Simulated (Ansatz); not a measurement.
# Dy (P6_3/mmc): a Bloch–Grüneisen fit of the computed resistivity

Aim: condense the phonon-limited resistivity of Dy (P6_3/mmc) into a transport Debye temperature and an amplitude, and test the fit on a temperature held back.

The resistivities were computed with Ansatz 0.2.0 (DFT PBE, scalar-relativistic, plane waves, norm-conserving pseudopotentials, 4f of the trivalent lanthanide in the core) from the linearised Boltzmann equation with harmonic phonons, on q 6×6×3, k 18×18×9, scattering 36×36×20; the fit below is done by hand on them.

**Measured values to reproduce.**

“CRC Handbook of Chemistry and Physics, 84th edition, Electrical Resistivity of Pure Metals” (2003, CRC Press, section 12, read from Wikipedia's data page) quotes from earlier work for Dy (bulk crystal): resistivity at 295 K 92.6 μΩ cm.

### Step 1. Computed resistivities

Symmetry: P6_3/mmc, No. 194, hexagonal system. Conventional cell: a = 3.612 Å, b = 3.612 Å, c = 5.601 Å, α = 90.00°, β = 90.00°, γ = 120.00°. Dy on site c has 12 Dy at 3.49 to 3.61 Å as nearest neighbours.

This is the relaxed cell of the run, from steps not shown here.

The mean resistivity of the three axes from 50 to 800 K, with one row held back; the colder rows stay outside the fit and test it at the end:

| T (K) | ρ (μΩ cm) |
| --- | --- |
| 50 | 6.756 |
| 80 | 13.54 |
| 100 | 17.81 |
| 150 | 27.99 |
| 200 | 37.86 |
| 273 | 52.05 |
| 300 | 57.27 |
| 400 | ? |
| 500 | 95.89 |
| 600 | 115.2 |
| 800 | 154.0 |

### Step 2. The fit

Bloch and Grüneisen's form is ρ(T) = A (T/Θ)⁵ J₅(Θ/T), with J₅(z) the integral of x⁵/((eˣ − 1)(1 − e⁻ˣ)) from 0 to z. It goes as T⁵ far below Θ and as A T/(4Θ) far above. For a trial Θ the best A is the geometric mean of ρ/[(T/Θ)⁵ J₅] over the rows, and the scatter of that ratio measures the fit:

| Θ (K) | A (μΩ cm) | scatter (%) |
| --- | --- | --- |
| 78 | 57.82 | 6.6 |
| 104 | 78.59 | 3.6 |
| 116 | 88.58 | 2.1 |
| 130 | 100.6 | 0.6 |
| 144 | 113.1 | 2.3 |
| 162 | 129.9 | 5.4 |
| 196 | 164.4 | 11.8 |

The scatter is least at Θ = 130 K, with A = 100.6 μΩ cm (0.6 % r.m.s.).

| T (K) | computed | fit |
| --- | --- | --- |
| 50 | 6.756 | 6.798 |
| 80 | 13.54 | 13.42 |
| 100 | 17.81 | 17.64 |
| 150 | 27.99 | 27.85 |
| 200 | 37.86 | 37.81 |
| 273 | 52.05 | 52.17 |
| 300 | 57.27 | 57.45 |
| 500 | 95.89 | 96.39 |
| 600 | 115.2 | 115.8 |
| 800 | 154.0 | 154.6 |

### Step 3. Prediction and check

At T = 400 K, Θ/T = 0.325, J₅ = 0.002773 and (T/Θ)⁵ = 275.8, so the fit gives 76.95 μΩ cm. The computed value is 76.57 μΩ cm: the fit is off by +0.50 %. Outside its range, at 20 K, it gives 0.695 against 0.606 μΩ cm computed, 1.15 times that. Among the rows used, the largest miss is -0.9 %, at 100 K.

### Step 4. Reading Θ and A

Θ = 130 K is 1.43 times ħω_log/k_B (91 K) and 0.81 of the highest phonon frequency (161 K). The high-temperature slope of the fit, A/(4Θ), is 0.193 μΩ cm/K. The same slope from the run's transport coupling and plasma energy, 2π k_B λ_tr/(ħ ε₀ ω_p²) with λ_tr = 0.846 and ħω_p = 3.75, 3.75, 5.40 (xx, yy, zz) eV, is 0.201 μΩ cm/K in the mean of the axes, +3.7 % from it. For comparison, the computed rows rise by 0.194 μΩ cm/K between the two hottest.

### Step 5. Outcome

```json
{
  "Θ": "130 K",
  "A": "100.6 μΩ cm",
  "scatter of the fit": "0.6 %",
  "held-back row at 400 K, fit against computed": "76.95 against 76.57 μΩ cm"
}
```

In words: Two numbers, Θ = 130 K and A = 101 μΩ cm, hold the computed ρ(T) from 50 to 800 K within 0.56 % r.m.s. and predict the held-back row within 0.50 %. By the run's own test the resistivity at 300 K moves by 3 % between its two finest scattering meshes, in the component that moves most. The mean hides an anisotropy: at 300 K the components are 69.2, 69.2, 33.4 (xx, yy, zz) μΩ cm. The 4f electrons are frozen in the core, and scattering by their moments is left out. Spin–orbit coupling is left out. The fit describes the calculation: impurities, thermal expansion, changes of phase and anharmonicity are in neither.

Comparison with the measured values:

| quantity | measured | q 6×6×3, fine 36×36×20 |
| --- | --- | --- |
| resistivity at 295 K (computed: phonon part alone; the measured value holds the sample's residual resistivity and scattering by disordered moments) (μΩ cm) | 92.6 | 56.30 (-39.2 %) |

Measured values from CRC Press, section 12, read from Wikipedia's data page (2003).

**Verdict.** The resistivity at 295 K is off by -39.2 %. The magnetic state of these runs (no moments) need not be that of the sample, so the match is not graded.

[Logs are printed without paths, hosts, clocks, repeated set-up lines and the standing remarks that a program may print on its own settings, such as how far it seeks lower states.]

[Hosts, paths, dates, database ids (printed as entryN), source tags and the programs' standing remarks are cut or masked in the printed files.]
